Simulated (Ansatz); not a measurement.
# 1T-HfO2 monolayer in a perpendicular field, part 2 of 3

Aim: how the 1T-HfO2 monolayer screens a field along its normal, and what the field does to its bands. A positive field points along +c.

Ansatz 0.2.0; plane-wave DFT, PBE-D3(BJ), Ansatz PAW (the session's first sound run).

So far, gap on the k-mesh (eV): step 2 (relaxation) 4.84.

**3. Single point, field 0**

A sawtooth potential applies the field, turning back in the middle of the vacuum. With the dipole correction the typed value is the field outside the slab. The induced dipole is small, so the SCF threshold is tight.

The cell differs from the one that the last finished run ended in (c 28.837 → 19.947 Å).

Input file input.yaml:

```yaml
crystal:
  lattice:
    - [3.2424759284, 0.0, 0.0]
    - [-1.6212379642, 2.8080665251, 0.0]
    - [0.0, 0.0, 19.9467469589]
  atoms:
    - { symbol: O, position: [0.6666666667, 0.3333333333, 0.4512013923] }
    - { symbol: Hf, position: [0.0, 0.0, 0.5] }
    - { symbol: O, position: [0.3333333333, 0.6666666667, 0.5487986077] }
kpoints:
  mp_grid: { grid: [18, 18, 1] }
  band_path:
    path: [[0, 0, 0], [0.5, 0, 0], [0.33333333, 0.33333333, 0], [0, 0, 0]]
    npoints: 16
hamiltonian:
  xc: pbe
  dispersion: d3bj
scf:
  occupations: { method: fermi_dirac, width: 0.05 }
  convergence: { dr2_threshold: 1.0e-10 }
efield:
  axis: 3
  dipole_correction: true
  ramp_position: 0.97
  ramp_width: 0.06
  amplitude: 0
output:
  dos: { projected: true, e_range: [-6, 5] }
  bader: true
  write_potential: true
  write_density: true
  volumetric_format: npy
  elf: true
```

Started as:

```console
> ansatz run input.yaml --threads 2 --pin off --max-ram 3072MiB --backend cpu --events-out ev --progress --plain --runs-dir out
```

Numbers of over 12 decimals in the logs are rounded to 6 here.

Log:

```text
[...]
Crystal: 3 atoms, lattice volume = 181.617 Å³
Basis set: ecut = 420 eV, 3631 PW (Γ)
Bands: 23, of which v1, the nominal top of the filled ones, is band 19 counted from 1 (18 counted from 0)
Symmetry: 6 space group operations
k-points: 37 of 324 (time reversal used)
[...]
SCF iter   1: F=—  HF=-16861.314830 eV  |F-HF|=—  |Δ(HF+E_count)|=         —  Δρ=1.41e-3  dr2=4.58e-3  ethr=1.77e-3  p=0.000 e·Å  D=1.48e-13 V/Å  ΔV_dip=-0.00 eV  dr2_dipole=5.85e-10  V_vac-E_F(+/−)=5.52/5.52 eV  ⟨swp⟩=6.9  Hψ=4191  notcnv=0
efield: sawtooth ramp at fractional position 0.9700 (set: `efield.ramp_position`, or a place that a band, a saddle search or an elastic batch's reference lends), width 0.0600; the density the first Hamiltonian is built on has a dipole p = 0.000 e·Å; the dipole correction subtracts the counter field D = 1.48e-13 V/Å, which shifts the + side's vacuum level by -0.00 eV against the − side's; the planar-averaged density in the ramp window peaks in size at 2.3e-6 e/Å³
[...]
SCF iter   2: F=—  HF=-16861.315868 eV  |F-HF|=—  |Δ(HF+E_count)|=   1.04e-3  Δρ=1.07e-3  dr2=1.71e-3  ethr=1.20e-5  p=-0.000 e·Å  D=-1.71e-5 V/Å  ΔV_dip=0.00 eV  dr2_dipole=3.41e-9  V_vac-E_F(+/−)=5.45/5.45 eV  ⟨swp⟩=2.7  Hψ=2050  notcnv=0
[...]
SCF iter  10: F=-16861.315856 eV  HF=-16861.315856 eV  |F-HF|=6.18e-11  |Δ(HF+E_count)|=  2.04e-10  Δρ=1.04e-7  dr2=1.13e-11  ethr=1.00e-12  p=0.000 e·Å  D=2.00e-7 V/Å  ΔV_dip=-0.00 eV  dr2_dipole=2.10e-13  V_vac-E_F(+/−)=5.42/5.42 eV  ⟨swp⟩=5.2  Hψ=2754  notcnv=0
SCF 1 converged in 10 iterations: F = -16861.315856 eV  dr2 = 1.13e-11
[...]
NSCF: frozen V_eff on 49 k-points
efield: sawtooth ramp at fractional position 0.9700 (kept from the solve that this one continues, or follows in the run), width 0.0600; the density the first Hamiltonian is built on has a dipole p = 0.000 e·Å; the dipole correction subtracts the counter field D = 2.00e-7 V/Å, which shifts the + side's vacuum level by -0.00 eV against the − side's; the planar-averaged density in the ramp window peaks in size at 2.1e-7 e/Å³
[...]
SCF converged after 10 iterations
Free energy (F): -16861.315856 eV
[...]
Internal energy: -16861.315856 eV  (E = F + TS)
E sigma→0 (E₀):  -16861.315856 eV
Fermi energy:    -1.306994 eV
Dipole field:    D = -0.000000 V/Å  (p = -0.000000 e·Å, saw-weighted, corrected)
Work function:   Φ+ = 5.4235 eV   Φ− = 5.4235 eV
Levels:          The Fermi level and band energies are counted from a zero that moves with the ramp; work functions are not
[...]
--- Band table (eV; the first three rows and the last of 37) ---
  k-point 0: bands = [... 15 lower, -6.9785, -4.3388, -3.9563, -3.9563, 1.4057, 1.4057, 1.7798, 3.5821]
  k-point 1: bands = [... 15 lower, -6.9413, -4.3004, -4.0860, -4.0033, 1.4042, 1.4810, 1.8776, 3.6124]
  k-point 2: bands = [... 15 lower, -6.8363, -4.4783, -4.1423, -4.1300, 1.3781, 1.6906, 2.1379, 3.6934]
  k-point 36: bands = [... 15 lower, -6.5975, -4.8433, -4.8433, -4.4054, 1.3421, 2.6675, 2.6675, 6.2949]
--- Bader charges: 3 sites ---
  site symbol  charge [e]  shift [e]
     0      O     -1.3003     0.0028
     1     Hf      2.6006     0.0056
     2      O     -1.3003     0.0028
  estimated error of the sums over rays = 5.1e-4 e
```

Wall time 41 s (2 threads of AMD EPYC 7R43, shared host); peak memory 0.5 GiB; 80 s of CPU time.

This step gave:

* dipole along the normal: -4.48e-7 e·Å
* gap along the path: 4.837 eV
* smallest direct gap along the path: 5.058 eV
* ionisation energy, upper face: 7.860 eV
* electron affinity, upper face: 3.024 eV
* gap, the smaller of path and mesh: 4.837 eV

Running mean over a fixed 2.5 Å (it still follows the layers) of the planar mean; the ramp of the sawtooth is left out. Table of electron's electrostatic potential energy less the Fermi level by z:

```csv
z (Å),electron's electrostatic potential energy less the Fermi level (eV)
3.0,5.42
3.5,5.42
4.0,5.42
4.5,5.42
5.0,5.42
5.5,5.42
6.0,5.42
6.5,5.39
7.0,5.21
7.5,4.13
8.0,1.41
8.5,-2.23
9.0,-5.99
9.5,-9.40
10.0,-10.9
10.5,-9.10
11.0,-5.60
11.5,-1.83
12.0,1.76
12.5,4.32
13.0,5.25
13.5,5.39
14.0,5.42
14.5,5.42
15.0,5.42
15.5,5.42
16.0,5.42
16.5,5.42
17.0,5.42
```

The density of states has structure finer than the step of the table below, so its rows give means over 0.5 eV, whole bins alone (the curve runs from -6 to 4.39 eV). Peaks (eV: height): -5.28: 12.6, -3.82: 7.58, -3.74: 9.38, -3.55: 10.0, -2.50: 6.81, 2.71: 10.3, 3.65: 8.31.

Density of states against energy, zero at the Fermi level of the run, which the smearing sets inside the gap; means over each step:

energy (eV), density of states (states/eV a cell) and a bar:
```
     -5.5        3.5 ########################
     -5.0        3.4 #######################
     -4.5        1.3 #########
     -4.0        3.1 #####################
     -3.5        4.5 ##############################
     -3.0        2.4 ################
     -2.5        2.6 #################
     -2.0        0.0 
     -1.5        0.0 
     -1.0        0.0 
     -0.5        0.0 
      0.0        0.0 
      0.5        0.0 
      1.0        0.0 
      1.5        0.0 
      2.0        0.0 
      2.5        2.9 ###################
      3.0        1.8 ############
      3.5        3.1 #####################
      4.0        2.0 ##############
```

Projected DOS per atom over height of the atomic layer and energy from the Fermi level. Layers: O Hf O from below.

Values in states/eV, 22 rows by 3 columns, each cell a mean:
```
0.15 2.32 0.15
0.35 2.70 0.35
0.11 1.15 0.11
0.27 3.00 0.27
0.07 0.48 0.07
0.00 0.00 0.00
0.00 0.00 0.00
0.00 0.00 0.00
0.00 0.00 0.00
0.00 0.00 0.00
0.00 0.00 0.00
0.00 0.00 0.00
0.00 0.00 0.00
0.00 0.00 0.00
1.04 0.05 1.04
1.34 0.10 1.34
1.42 0.33 1.42
1.90 0.65 1.90
0.45 0.12 0.45
0.84 0.37 0.84
1.66 1.13 1.66
1.19 0.99 1.19
```
Columns: height of the atomic layer (Å) from 9 to 10.9; rows upwards: energy from the Fermi level (eV) from -5.96 to 4.39.

Electronic bands along the path, in eV, zero at the Fermi level of the run, which the smearing sets inside the gap:

```csv
point,band 16,band 17,band 18,band 19,band 20,band 21,band 22,band 23
Γ,-5.67,-3.03,-2.65,-2.65,2.71,2.71,3.09,4.89
halfway,-5.19,-4.06,-3.24,-2.52,2.57,3.82,3.93,5.34
M,-4.24,-3.75,-3.39,-2.84,2.40,3.64,4.73,7.30
halfway,-4.21,-3.90,-3.55,-2.90,2.65,3.65,4.38,7.48
K,-5.29,-3.54,-3.54,-3.10,2.65,3.97,3.97,7.60
halfway,-5.18,-3.93,-3.66,-2.44,3.08,3.24,4.23,5.74
Γ,-5.67,-3.03,-2.65,-2.65,2.71,2.71,3.09,4.89
```

The electronic bands as a text plot (rows in eV, shown from -6.7 to 4.9 only):

```
    4.6 |+              +++++++++++                             +
    4.2 |          +++++           ++++++++++++++++++++++
    3.7 |    +++++++++++++++++++++++++++  +++++++        ++++
    3.2 |++++++++                               ++++++++++++ ++++
    2.7 |++++++++++++++++       ++++++++++++++++       ++++++++++
    2.2 |                +++++++
    1.7 |
    1.3 |
    0.8 |
    0.3 |
   -0.2 |
   -0.7 |
   -1.2 |
   -1.6 |
   -2.1 |
   -2.6 |************************            ********************
   -3.1 |************            ************            ********
   -3.6 |      **    ***************************************
   -4.1 |        *******    *********          **********
   -4.5 |               ****        ***
   -5.0 |        ************************ *************
   -5.5 |************                  **************************
   -6.0 |***************            ***      ****      **********
   -6.5 |               ************
         Γ                   M           K                      Γ
```

Valence density in the ca plane at fractional y = 0.000, with atoms of Hf within 0.2 Å of it. It is the smooth field of the valence electrons, not physical close to the nuclei.

Values in e/Å³, 5 rows by 16 columns, each cell a mean:
```
 0  0  0  0  0  0  0  0 12  3  0  0  0  0  0  0
 0  0  0  0  0  0  0  0  1  0  0  0  0  0  0  0
 0  0  0  0  0  0  0  0  0  0  0  0  0  0  0  0
 0  0  0  0  0  0  0  0  2  1  0  0  0  0  0  0
 0  0  0  0  0  0  0  0 18  4  0  0  0  0  0  0
```
Columns run along c (16.0 Å, from fractional 0.07 to 0.88 of the cell), rows up along a (3.2 Å). Atoms in or near the plane, at fractional coordinates: Hf at (0.50, 0.00).

Electrostatic potential energy in the ca plane at fractional y = 0.000, with atoms of Hf within 0.2 Å of it. With pseudopotentials it is smooth inside the atoms' cores, unlike the true potential.

Ten even steps from '0' (-36 eV) to '9' (4 eV), each cell a mean:
```
99999999999999999998730000479999999999999999
99999999999999999999862113689999999999999999
99999999999999999999987667899999999999999999
99999999999999999999988888899999999999999999
99999999999999999999988778899999999999999999
99999999999999999999875335789999999999999999
99999999999999999999750001589999999999999999
99999999999999999998720000378999999999999999
```
Columns run along c (16.0 Å, from fractional 0.07 to 0.88 of the cell; values clipped at the 3rd and 97th percentile), rows up along a (3.2 Å). Atoms in or near the plane, at fractional coordinates: Hf at (0.50, 0.00).

ELF in the ca plane at fractional y = 0.000, with atoms of Hf within 0.2 Å of it. It is the smooth field of the valence electrons, not physical close to the nuclei.

Ten even steps from '0' (0.00) to '9' (0.83), each cell a mean:
```
00000000000000000000049998300000000000000000
00000000000000000001115774111000000000000000
00000000000000000124542112454200000000000000
00000000000000000136774125776310000000000000
00000000000000000135763113675310000000000000
00000000000000000013322332233100000000000000
00000000000000000000027997200000000000000000
00000000000000000000059999400000000000000000
```
Columns run along c (16.0 Å, from fractional 0.07 to 0.88 of the cell), rows up along a (3.2 Å). Atoms in or near the plane, at fractional coordinates: Hf at (0.50, 0.00).

The gap is 4.84 eV, with the valence edge 7.86 eV and the conduction edge 3.02 eV under the upper vacuum level. Spin-orbit coupling, left out in this run, matters for the bands of elements this heavy.

**4. Single point, field 0.1 V/Å**

Edit input.yaml of step 3 so:

```diff
@@ -25,6 +25,4 @@
   ramp_width: 0.06
-  amplitude: 0
+  amplitude: 0.1
 output:
-  dos: { projected: true, e_range: [-6, 5] }
-  bader: true
   write_potential: true
@@ -32,2 +30 @@
   volumetric_format: npy
-  elf: true
```

Log:

```text
[...]
Crystal: 3 atoms, lattice volume = 181.617 Å³
Basis set: ecut = 420 eV, 3631 PW (Γ)
Bands: 23, of which v1, the nominal top of the filled ones, is band 19 counted from 1 (18 counted from 0)
Symmetry: 6 space group operations
k-points: 37 of 324 (time reversal used)
[...]
--- Band table (eV; the first three rows and the last of 37) ---
  k-point 0: bands = [... 15 lower, -6.9790, -4.3390, -3.9566, -3.9566, 1.4054, 1.4054, 1.7764, 3.3982]
  k-point 1: bands = [... 15 lower, -6.9418, -4.3006, -4.0863, -4.0036, 1.4039, 1.4808, 1.8742, 3.4343]
  k-point 2: bands = [... 15 lower, -6.8368, -4.4785, -4.1425, -4.1303, 1.3777, 1.6903, 2.1347, 3.5357]
  k-point 36: bands = [... 15 lower, -6.5851, -4.8595, -4.8276, -4.4055, 1.3417, 2.6662, 2.6682, 6.2935]
[key lines of the parts left out:]
SCF converged after 14 iterations
Free energy (F): -16861.316599 eV
Fermi energy:    -1.307249 eV
Dipole field:    D = 0.014811 V/Å  (p = 0.014865 e·Å, saw-weighted, corrected)
```

Run time: 25 s. Hardware: 2 threads; peak memory 0.45 GiB; 48 s of CPU time.

The dipole is 0.0149 e·Å, and the gap 4.836 eV.

**5. Atoms held, field -0.1 V/Å**

Edit input.yaml of step 4 so:

```diff
@@ -25,3 +25,3 @@
   ramp_width: 0.06
-  amplitude: 0.1
+  amplitude: -0.1
 output:
```

Log:

```text
[...]
Crystal: 3 atoms, lattice volume = 181.617 Å³
Basis set: ecut = 420 eV, 3631 PW (Γ)
Bands: 23, of which v1, the nominal top of the filled ones, is band 19 counted from 1 (18 counted from 0)
Symmetry: 6 space group operations
k-points: 37 of 324 (time reversal used)
[...]
--- Band table (eV; the first three rows and the last of 37) ---
  k-point 0: bands = [... 15 lower, -6.9790, -4.3390, -3.9566, -3.9566, 1.4054, 1.4054, 1.7764, 3.3982]
  k-point 1: bands = [... 15 lower, -6.9418, -4.3006, -4.0863, -4.0036, 1.4039, 1.4808, 1.8742, 3.4343]
  k-point 2: bands = [... 15 lower, -6.8368, -4.4785, -4.1425, -4.1303, 1.3777, 1.6903, 2.1347, 3.5357]
  k-point 36: bands = [... 15 lower, -6.5851, -4.8595, -4.8276, -4.4055, 1.3417, 2.6662, 2.6682, 6.2935]
[key lines of the parts left out:]
SCF converged after 14 iterations
Free energy (F): -16861.316599 eV
Fermi energy:    -1.307249 eV
Dipole field:    D = -0.014811 V/Å  (p = -0.014865 e·Å, saw-weighted, corrected)
```

The job ended after 25 s (2 threads; peak memory 0.5 GiB).

The dipole is -0.0149 e·Å, and the gap 4.836 eV.

**6. Single point, field 0.5 V/Å**

Edit input.yaml of step 5 so:

```diff
@@ -25,3 +25,3 @@
   ramp_width: 0.06
-  amplitude: -0.1
+  amplitude: 0.5
 output:
```

Log:

```text
[...]
Crystal: 3 atoms, lattice volume = 181.617 Å³
Basis set: ecut = 420 eV, 3631 PW (Γ)
Bands: 23, of which v1, the nominal top of the filled ones, is band 19 counted from 1 (18 counted from 0)
Symmetry: 6 space group operations
k-points: 37 of 324 (time reversal used)
[...]
--- Band table (eV; the first three rows and the last of 37) ---
  k-point 0: bands = [... 15 lower, -6.9907, -4.3437, -3.9627, -3.9627, 1.3987, 1.3987, 1.6524, 2.2023]
  k-point 1: bands = [... 15 lower, -6.9530, -4.3054, -4.0923, -4.0096, 1.3959, 1.4741, 1.7455, 2.2633]
  k-point 2: bands = [... 15 lower, -6.8470, -4.4842, -4.1475, -4.1362, 1.3673, 1.6836, 1.9974, 2.4382]
  k-point 36: bands = [... 15 lower, -6.5430, -4.9292, -4.7701, -4.4097, 1.3330, 2.6551, 2.6650, 6.2787]
[key lines of the parts left out:]
SCF converged after 12 iterations
Free energy (F): -16861.334446 eV
Fermi energy:    -1.313421 eV
Dipole field:    D = 0.074125 V/Å  (p = 0.074398 e·Å, saw-weighted, corrected)
```

Elapsed: 25 s, on 2 threads; peak memory 0.48 GiB; 47 s of CPU time.

The dipole is 0.0744 e·Å, and the gap 4.834 eV.

**7. Single point, field -0.3 V/Å**

Edit input.yaml of step 6 so:

```diff
@@ -25,4 +25,6 @@
   ramp_width: 0.06
-  amplitude: 0.5
+  amplitude: -0.3
 output:
+  dos: { projected: true, e_range: [-6, 5] }
+  bader: true
   write_potential: true
@@ -30 +32,2 @@
   volumetric_format: npy
+  elf: true
```

Log:

```text
[...]
Crystal: 3 atoms, lattice volume = 181.617 Å³
Basis set: ecut = 420 eV, 3631 PW (Γ)
Bands: 23, of which v1, the nominal top of the filled ones, is band 19 counted from 1 (18 counted from 0)
Symmetry: 6 space group operations
k-points: 37 of 324 (time reversal used)
[...]
k-point 2: bands = [... 15 lower, -6.8402, -4.4804, -4.1442, -4.1323, 1.3745, 1.6881, 2.1043, 2.9418]
  k-point 36: bands = [... 15 lower, -6.5626, -4.8934, -4.7978, -4.4069, 1.3388, 2.6619, 2.6678, 6.2880]
--- Bader charges: 3 sites ---
  site symbol  charge [e]  shift [e]
     0      O     -1.2921     0.0028
     1     Hf      2.6006     0.0056
     2      O     -1.3085     0.0028
  estimated error of the sums over rays = 6.9e-4 e
[key lines of the parts left out:]
SCF converged after 13 iterations
Free energy (F): -16861.322547 eV
Fermi energy:    -1.309297 eV
Dipole field:    D = -0.044448 V/Å  (p = -0.044612 e·Å, saw-weighted, corrected)
```

The job ended after 46 s (2 threads; peak memory 0.49 GiB).

The dipole is -0.0446 e·Å, and the gap 4.836 eV.

**8. Response, atoms held**

This step: plane-wave DFT, PBE-D3(BJ), Ansatz PAW; response to a field along the normal, atoms held (Ansatz 0.2.0).

The dipoles give the slope, and the difference of two potentials shows where the field is screened.

This step gave:

```
equivalent conductor thickness p/(ε₀AE) : 2.954 Å
distance between the outer atoms        : 1.947 Å
```

Dipole of the cell against applied field:

```csv
applied field (V/Å),dipole of the cell (e·Å)
-0.300,-0.0446
-0.100,-0.0149
0.000,-4.5e-7
0.100,0.0149
0.500,0.0744
```

Local field over the applied field, running mean. From the potentials at -0.1 and 0.1 V/Å; running mean over 2.5 Å. Local field over applied field against z:

```csv
z (Å),local field over applied field
4.5,1.000
5.0,0.999
5.5,0.997
6.0,0.991
6.5,0.971
7.0,0.916
7.5,0.805
8.0,0.659
8.5,0.496
9.0,0.341
9.5,0.229
10.0,0.196
10.5,0.237
11.0,0.357
11.5,0.513
12.0,0.676
12.5,0.819
13.0,0.925
13.5,0.974
14.0,0.992
14.5,0.998
15.0,0.999
15.5,1.000
```

The induced electron density oscillates, so the rows of the table below give means over windows of 0.5 Å about each position, cut where the curve ends. Its maxima inside the range that stand out by 2 % of the span (Å: e/Å³ per V/Å): 8.27: 0.00355, 9.16: 0.00162, 11.08: -0.00114. Its minima: 8.87: 0.00114, 10.79: -0.00162, 11.67: -0.00355.

Electrons, planar mean, per unit field. The induced electron density by z; means over each step:

```csv
z (Å),induced electron density (e/Å³ per V/Å)
4.5,6.2e-7
5.0,2.5e-6
5.5,9.5e-6
6.0,3.7e-5
6.5,1.3e-4
7.0,4.1e-4
7.5,0.00122
8.0,0.00273
8.5,0.00294
9.0,0.00139
9.5,7.5e-4
10.0,-3.0e-5
10.5,-8.9e-4
11.0,-0.00143
11.5,-0.00310
12.0,-0.00258
12.5,-0.00109
13.0,-3.7e-4
13.5,-1.1e-4
14.0,-3.1e-5
14.5,-8.4e-6
15.0,-2.1e-6
15.5,-5.4e-7
```

The smaller of the gaps on the path and on the k-mesh, counted as 0 under 0.03 eV; in a wide-gap layer a fall can come from a state in the tilted vacuum. The gap stays at 4.84 eV for applied field from -0.3 to 0.5 V/Å.

By hand: between -0.1 and 0.1 V/Å the dipole changes by 0.02973 e·Å, a slope of 0.1487 e·Å²/V. A perfect conductor of thickness t has p = ε₀AEt, so t = 180.95 × 0.1487 / 9.105 = 2.95 Å (e/ε₀ = 180.95 V·Å, A in Å²).

The induced dipole is that of a conductor 2.95 Å thick.

(Part 2 of 3 ends here.)

[Logs are printed without paths, hosts, clocks, repeated set-up lines and the standing remarks that a program may print on its own settings, such as how far it seeks lower states.]

[Hosts, paths, dates, database ids (printed as entryN), source tags and the programs' standing remarks are cut or masked in the printed files.]

[Maps of the electrostatic potential energy from Ansatz leave out the sawtooth potential of an applied field or a dipole correction, so their vacuum need not be flat; planar profiles and work functions include it.]

[The density of states shown here was stored with 400 of the rows of the run's finer table, so its peaks can read low, often by over a quarter, or be missed, and its means over a window can be off by a tenth or more.]
